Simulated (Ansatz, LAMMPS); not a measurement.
**Glassy 69SiO2-26B2O3-2CaO-2MgO (mol %) (146 atoms): a short ab initio trajectory**

Aim: follow glassy 69SiO2-26B2O3-2CaO-2MgO (mol %) (146 atoms) for a short time with forces from DFT, then look at structure and electrons in the last frame.

Method: Kohn-Sham DFT, LDA, PAW (set soft_2), plane waves, in Ansatz 0.2.0.

**1. Starting point**

The cell holds 146 atoms: 29 Si, 22 B, 1 Ca, 1 Mg and 93 O. Cell: a = 12.010 Å, b = 12.010 Å, c = 12.010 Å, α = 90.0°, β = 90.0°, γ = 90.0°. 146 atoms (29 Si, 22 B, 1 Ca, 1 Mg, 93 O) placed at random at 2.16 g/cm³, melted at 3000 K for 20 ps at fixed volume with the Buckingham and Coulomb pair potential of Guillot and Sator (Geochim. Cosmochim. Acta 71, 1249 (2007)) with the boron terms of Wang et al. (J. Non-Cryst. Solids 498, 294 (2018)). Quenched from 3000 K to 300 K at 50 K/ps and fixed volume, held 10 ps at zero pressure.

What the set-up can't give: The quench rate of 50 K/ps is orders of magnitude faster than experiment, which tends to freeze in extra defects. The network of bonds at the start is that of the classical potential that made the cell. Only the Γ point is sampled, in a cell whose shortest periodic width is 12 Å.

**2. Single point at the start**

A single point comes first, to see the forces before anything moves.

input.yaml

```yaml
crystal:
  lattice:
    - [12.00998, 0.0, 0.0]
    - [0.0, 12.00998, 0.0]
    - [0.0, 0.0, 12.00998]
  atoms:
    - { symbol: Si, position: [0.93556, 0.4946, 0.34778] }
    - { symbol: Si, position: [0.95514, 0.21222, 0.96245] }
    - { symbol: Si, position: [0.82567, 0.01461, 0.84299] }
    - { symbol: Si, position: [0.34399, 0.67571, 0.92666] }
    [... 136 atom lines left out ...]
    - { symbol: O, position: [0.83479, 0.90329, 0.91934] }
    - { symbol: O, position: [0.41432, 0.40311, 0.12058] }
    - { symbol: O, position: [0.55306, 0.26957, 0.77363] }
    - { symbol: O, position: [0.46648, 0.50019, 0.2916] }
    - { symbol: O, position: [0.18611, 0.26946, 0.82815] }
    - { symbol: O, position: [0.0602, 0.05548, 0.22377] }
kpoints:
  mp_grid: { grid: [1, 1, 1] }
hamiltonian:
  xc: lda
scf:
  occupations: { method: fixed }
output:
  forces: true
```

Command:

```bash
ansatz run input.yaml --threads 4 --pin off --max-ram 8192MiB --backend cpu --events-out ev --progress --plain --runs-dir out
```

Wall time 21 s (4 threads of Arm Neoverse V2, shared host); peak memory 2.2 GiB.

The run gave:

| Property | Result |
| --- | --- |
| free energy | -76391.7048 eV |
| free energy per atom | -523.2309 eV/atom |
| SCF cycles | 10 |
| r.m.s. force component | 1.08 eV/Å |
| longest force | 4.99 eV/Å |
| Fermi energy | 3.28 eV |

The r.m.s. force component of 1.1 eV/Å sets the starting point.

Neighbours are counted within 2.16 Å (O-Si), 1.83 Å (O-B), 2.83 Å (O-Ca), 2.43 Å (O-Mg).

Length of the force by element and coordination:

```tsv
element	coordination	atoms	mean length of the force (eV/Å)	spread	least	most
B	all	22	2.13	0.679	0.258	3.30
B	3	19	2.16	0.725	0.258	3.30
B	4	3	1.95	0.128	1.82	2.12
Ca	all	1	1.23	0	1.23	1.23
Mg	all	1	1.06	0	1.06	1.06
O	all	93	1.23	0.648	0.147	3.43
O	2	84	1.20	0.659	0.147	3.43
O	3	9	1.5	0.449	0.710	2.17
Si	all	29	2.48	1.18	0.725	4.99
```

**3. Dynamics started at 300 K**

A Langevin thermostat couples each atom to a heat bath, at the price of damped dynamics. The time step is 1.0 fs.

input.yaml: that of step 2 with these lines changed.

```diff
@@ -15 +15,8 @@
   forces: true
+md:
+  timestep: 1.0
+  n_steps: 130
+  ensemble: nvt_langevin
+  temperature: 300
+  initial_velocities: maxwell_boltzmann
+  seed: 5951
```

The job ended after 31 min (4 threads; peak memory 2.4 GiB).

The program notes that it switched symmetry off.

The trajectory, sampled:

```tsv
time (fs)	T (K)	potential (meV/atom)
0.0	298	0.0
9.0	401	-18.0
17.0	435	-23.8
26.0	471	-34.0
35.0	507	-40.6
43.0	489	-46.1
52.0	494	-48.3
61.0	416	-45.9
69.0	421	-52.4
78.0	407	-55.8
87.0	384	-57.3
95.0	362	-56.1
104.0	317	-53.9
113.0	318	-55.6
121.0	316	-56.9
130.0	306	-57.8
```

Mean square displacement from the first frame to the last: Si 0.14 Å², B 0.19 Å², Ca 0.16 Å², Mg 0.36 Å², O 0.21 Å².

The mean square displacement by time lag:

```tsv
time lag (fs)	B (Å²)	Ca (Å²)	Mg (Å²)	O (Å²)	Si (Å²)
1.0	8.9e-5	2.1e-5	9.0e-5	6.0e-5	3.9e-5
3.0	7.8e-4	1.9e-4	8.1e-4	5.4e-4	3.5e-4
6.0	0.00293	7.5e-4	0.00324	0.00209	0.00136
11.0	0.00802	0.00247	0.0107	0.00647	0.00420
14.0	0.0110	0.00395	0.0172	0.00984	0.00633
17.0	0.0136	0.00574	0.0248	0.0136	0.00859
19.0	0.0152	0.00711	0.0305	0.0163	0.0101
22.0	0.0173	0.00938	0.0399	0.0205	0.0124
27.0	0.0209	0.0137	0.0573	0.0282	0.0163
30.0	0.0233	0.0166	0.0685	0.0332	0.0188
33.0	0.0257	0.0197	0.0801	0.0385	0.0214
35.0	0.0273	0.0219	0.0881	0.0422	0.0232
38.0	0.0295	0.0252	0.100	0.0478	0.0261
43.0	0.0334	0.0310	0.121	0.0573	0.0315
46.0	0.0362	0.0346	0.135	0.0631	0.0349
49.0	0.0395	0.0383	0.148	0.0690	0.0385
51.0	0.0420	0.0407	0.157	0.0729	0.0409
54.0	0.0461	0.0443	0.171	0.0788	0.0446
59.0	0.0529	0.0504	0.195	0.0890	0.0507
62.0	0.0568	0.0541	0.210	0.0952	0.0544
65.0	0.0605	0.0580	0.224	0.102	0.0579
```

Over the second half of 130 fs the temperature averages 354 K, falling from about 412 to 305 K (means over the first and last quarter of that half). From first frame to last Mg has the largest mean square displacement, 0.36 Å² at the end; the farthest move is 1.14 Å. The mean temperature of 354 K lies well off the 300 K of the input, so the thermostat hasn't yet brought the run to equilibrium. The count of bonds goes from 196 in the first frame to 196 in the last, by one set of cutoffs: 2 pairs passed out of them and 2 came within. The run spans 0.13 ps, too short for its means to be equilibrium values.

**4. Distances and neighbours late in the run**

The g(r) is a mean over the second half; what follows it is taken at the last frame.

Bonds before and after, by the cutoffs listed below:

```tsv
pair	bonds before	bonds after	mean before (Å)	mean after (Å)	spread before (Å)	spread after (Å)
O-Si	116	116	1.640	1.617	0.039	0.037
O-B	69	69	1.411	1.383	0.036	0.048
O-Ca	6	6	2.584	2.427	0.180	0.235
O-Mg	5	5	2.223	2.185	0.244	0.218
```

Density 2.50 g/cm³, 11.87 Å³ an atom.

Mean of 15 frames. g(r), total and by pair (bins of 0.2 Å):

```tsv
r (Å)	total	O-O	O-Si	O-B	O-Ca	O-Mg	Si-Si
1.20	0.04	0.00	0.00	0.21	0.00	0.00	0.00
1.40	2.24	0.00	0.00	11.62	0.00	0.00	0.00
1.60	2.87	0.00	11.01	0.41	0.00	0.00	0.00
1.80	0.09	0.00	0.34	0.00	0.00	0.85	0.00
2.00	0.05	0.00	0.00	0.00	1.84	3.79	0.00
2.20	0.21	0.43	0.00	0.01	0.87	3.07	0.00
2.40	0.88	2.03	0.00	0.06	1.83	0.62	0.00
2.60	1.47	3.02	0.06	0.19	1.54	0.23	0.00
2.80	1.06	1.39	0.22	0.38	1.60	0.12	1.29
3.00	0.73	0.75	0.33	0.71	1.56	0.59	2.90
3.20	0.84	0.69	0.92	1.13	0.45	1.37	1.44
3.40	0.90	0.62	1.27	1.34	0.77	0.30	0.05
3.60	1.09	0.62	1.42	2.04	0.31	0.19	0.41
3.80	1.21	0.75	1.77	1.73	0.98	0.99	0.67
4.00	1.23	0.87	1.58	1.43	0.97	1.55	1.14
4.20	0.98	0.90	1.25	0.69	1.60	1.87	0.81
4.40	0.94	1.17	0.69	0.64	1.63	1.68	1.25
4.60	1.02	1.29	0.77	0.70	1.06	1.38	1.10
4.80	1.17	1.55	0.78	0.75	1.49	0.75	1.79
5.00	1.06	1.23	0.76	0.96	0.56	0.69	1.35
5.20	0.90	0.92	0.84	1.02	0.49	0.39	0.73
5.40	0.87	0.78	1.00	0.99	0.54	0.29	0.90
5.60	0.93	0.77	0.97	1.27	0.82	1.19	0.74
5.80	0.94	0.81	1.17	0.97	0.96	1.01	0.78
```

Bonds by pair of elements; cutoffs follow the first minimum of g(r), held within bounds set by covalent radii, and pairs that aren't listed don't count as bonded:

```tsv
pair A-B	cutoff (Å)	bonds	mean length (Å)	spread (Å)	shortest (Å)	B about A	A about B
O-Si	2.12	116	1.62	0.037	1.52	1.25	4
O-B	1.83	69	1.38	0.048	1.31	0.742	3.14
O-Ca	2.83	6	2.43	0.235	2.00	0.065	6
O-Mg	2.73	5	2.19	0.218	1.94	0.054	5
```

How many atoms have how many bonded neighbours:

```tsv
element	mean	2	3	4	5	6
B	3.14	0	19	3	0	0
Ca	6	0	0	0	0	1
Mg	5	0	0	0	1	0
O	2.11	83	10	0	0	0
Si	4	0	0	29	0	0
```

Bond angles (no mean is given where the spread exceeds 20°):

```tsv
angle	count	mean (°)	spread (°)
O-Si-O	174	109	6
O-B-O	75	117	7.1
B-O-Si	54	138	13.9
Si-O-Si	31	138	15.4
O-Ca-O	15	-	-
```

Oxygen atoms by the number of network formers (Si, P, Ge, B, Al, As, Ga) bound to them:

```tsv
network formers bound to O	O atoms	per cent
0	0	0
1	2	2.2
2	90	96.8
3	1	1.1
```

Network units: each former by its oxygen neighbours and how many of them bridge to another former:

```tsv
former	O neighbours	bridging O	atoms
Si	4	3	2
Si	4	4	27
B	3	3	19
B	4	4	3
```

Bond length by coordination (bonds to H left out):

```tsv
element	coordination	atoms	mean bond length (Å)
B	3	19	1.37
B	4	3	1.46
O	2	83	1.53
O	3	10	1.81
```

Rings of the network by King's shortest-path rule, up to 12 atoms, one path for each pair of neighbours; H, halogens, alkali and alkaline-earth atoms are left out, and the last column divides by all other atoms, bonded or not:

```tsv
ring size (atoms)	rings	per network atom
8	5	0.035
10	6	0.042
12	16	0.111
```

By these cutoffs 86 % of B atoms have 3, all Ca atoms have 6, all Mg atoms have 5 and 89 % of O atoms have 2 bonded neighbours. The O-Si-O angle averages 109° with a spread of 6°. 97 % of the oxygens bridge two formers (Si and B) and 2 % are non-bridging; 1 % join three. The commonest Si unit has 4 oxygens, 4 of them shared with other formers (27 of 29 atoms). Rings of 12 atoms are the most common (59 % of those counted); sizes run from 8 to 12, where the search stops.

**5. Single point at the last frame**

The last frame is solved again with fuller output, to read the electronic structure of a thermally displaced geometry.

input.yaml

```yaml
crystal:
  lattice:
    - [12.00998, 0.0, 0.0]
    - [0.0, 12.00998, 0.0]
    - [0.0, 0.0, 12.00998]
  atoms:
    - { symbol: Si, position: [0.92641, 0.51782, 0.34424] }
    - { symbol: Si, position: [0.97208, 0.19365, 0.9826] }
    - { symbol: Si, position: [0.83848, 0.02131, 0.82993] }
    - { symbol: Si, position: [0.32942, 0.69847, 0.94656] }
    [... 136 atom lines left out ...]
    - { symbol: O, position: [0.81222, 0.91622, 0.9105] }
    - { symbol: O, position: [0.38449, 0.40639, 0.10159] }
    - { symbol: O, position: [0.58839, 0.28072, 0.77721] }
    - { symbol: O, position: [0.43642, 0.46994, 0.28411] }
    - { symbol: O, position: [0.17608, 0.25901, 0.81577] }
    - { symbol: O, position: [0.03839, 0.0495, 0.23068] }
kpoints:
  mp_grid: { grid: [1, 1, 1] }
hamiltonian:
  xc: lda
scf:
  occupations: { method: fixed }
output:
  forces: true
  stress: true
  populations: intrinsic
  dos:
    method: { smearing: { sigma: 0.1 } }
    de: 0.1
    projected: { site_lists: { B: [B], Ca: [Ca], Mg: [Mg], O: [O], Si: [Si] } }
  eigenvalues: true
  write_density: true
  write_potential: true
  volumetric_format: npy
```

Wall time 39 s (4 threads); peak memory 2.5 GiB; 2.5 min of CPU time.

Numbers from this run:

| Property | Result |
| --- | --- |
| free energy | -76400.1392 eV |
| free energy per atom | -523.2886 eV/atom |
| SCF cycles | 10 |
| pressure | 0.5899 GPa |
| r.m.s. force component | 0.8836 eV/Å |
| longest force | 3.611 eV/Å |
| Fermi energy | 3.187 eV |
| gap (highest filled to lowest empty level) | 4.021 eV |

Neighbours are counted within 2.12 Å (O-Si), 1.83 Å (O-B), 2.83 Å (O-Ca), 2.73 Å (O-Mg), the cutoffs taken from the dynamics.

Length of the force by element and coordination:

```tsv
element	coordination	atoms	mean length of the force (eV/Å)	spread	least	most
B	all	22	1.53	0.691	0.350	3.49
B	3	19	1.51	0.725	0.350	3.49
B	4	3	1.64	0.397	1.09	2.00
Ca	all	1	0.434	0	0.434	0.434
Mg	all	1	1.07	0	1.07	1.07
O	all	93	1.18	0.614	0.217	3.18
O	2	83	1.21	0.628	0.217	3.18
O	3	10	0.918	0.384	0.487	1.92
Si	all	29	1.77	0.890	0.577	3.61
```

Intrinsic-atomic-orbital charges by element and coordination:

```tsv
element	coordination	atoms	mean charge (e)	spread	least	most
B	all	22	0.587	0.033	0.514	0.632
B	3	19	0.597	0.0208	0.548	0.632
B	4	3	0.520	0.0054	0.514	0.527
Ca	all	1	1.81	0	1.81	1.81
Mg	all	1	1.67	0	1.67	1.67
O	all	93	-0.712	0.141	-1.17	-0.394
O	2	83	-0.709	0.143	-1.17	-0.394
O	3	10	-0.736	0.123	-0.903	-0.548
Si	all	29	1.72	0.022	1.66	1.75
```

Density of states as counts of states in windows of 1 eV (from the Fermi level), total and the larger projections:

```tsv
from (eV)	to (eV)	total	O p	B p	Si p	O s
-18	-17	21.9	0.3	1.6	2.9	16.5
-17	-16	6.1	0.2	0.2	0.7	4.5
-16	-11	0.0	0.0	0.0	0.0	0.0
-11	-10	12.8	8.7	0.5	0.2	0.3
-10	-9	27.0	18.7	1.2	1.0	0.9
-9	-8	34.5	24.2	2.6	2.2	1.1
-8	-7	42.7	30.7	4.4	4.5	0.8
-7	-6	51.7	38.3	4.4	6.7	0.9
-6	-5	40.6	30.3	4.8	3.2	1.3
-5	-4	58.4	47.3	4.0	3.1	2.7
-4	-3	85.1	75.5	1.7	3.1	2.8
-3	-2	101.2	94.5	1.0	2.0	1.8
-2	-1	82.5	78.9	0.5	1.1	0.9
-1	0	20.9	20.0	0.1	0.3	0.2
0	1	0.8	0.8	0.0	0.0	0.0
1	3	0.0	0.0	0.0	0.0	0.0
3	4	0.9	0.0	0.0	0.0	0.2
4	5	7.1	1.0	2.4	0.4	0.5
```

With fixed occupations the program's Fermi level is the highest filled level; weight inside the gap is the broadening of levels at its edges.

Between -26 and -18 eV lie 164 more states.

The levels nearest the highest filled one (over half full), pooled over k-points and spins:

```tsv
level less the highest filled one (eV)	occupation
-0.774	2
-0.749	2
-0.695	2
-0.394	2
-0.362	2
0	2
4.02	0
4.41	0
4.59	0
4.87	0
5.15	0
5.29	0
```

Mean intrinsic-atomic-orbital charges: B +0.59, Ca +1.81, Mg +1.67, O -0.71, Si +1.72 e. The largest share in the top eV of filled states is O p (97 % of the projected weight), and in the lowest eV of empty states B p (36 % of the projected weight).

**6. What came out**

| Quantity | Value |
| --- | --- |
| mean temperature, second half | 354.3 K |
| temperature swing, second half | 43.37 K |
| free energy per atom | -523.2886 eV/atom |
| pressure | 0.5899 GPa |
| r.m.s. force component | 0.8836 eV/Å |
| gap (highest filled to lowest empty level) | 4.021 eV |
| wall time of the 3 DFT runs | 32 min |

What this shows: Over the second half of 130 fs the temperature averages 354 K, falling from about 412 to 305 K (means over the first and last quarter of that half). The mean temperature of 354 K lies well off the 300 K of the input, so the thermostat hasn't yet brought the run to equilibrium. The count of bonds goes from 196 in the first frame to 196 in the last, by one set of cutoffs: 2 pairs passed out of them and 2 came within. The run spans 0.13 ps, too short for its means to be equilibrium values. Counting bonds as in the table, 86 % of B atoms have 3, all Ca atoms have 6, all Mg atoms have 5 and 89 % of O atoms have 2 bonded neighbours. 97 % of the oxygens bridge two formers (Si and B) and 2 % are non-bridging; 1 % join three.

The highest filled and lowest empty levels differ by 4.02 eV (at Γ alone); a local or semilocal functional tends to put such gaps too low. In a disordered cell it changes from sample to sample, and tail or defect levels can set it.

What to keep in mind: The starting topology of bonds comes from the classical model; in DFT 2 of its 196 bonded pairs passed out of the cutoffs and 2 came within them. The pressure of a single frame lacks the kinetic term, about 0.41 GPa here.

[Logs are printed without paths, hosts, clocks, repeated set-up lines and the standing remarks that a program may print on its own settings, such as how far it seeks lower states.]

[Hosts, paths, dates, database ids (printed as entryN), source tags and the programs' standing remarks are cut or masked in the printed files.]
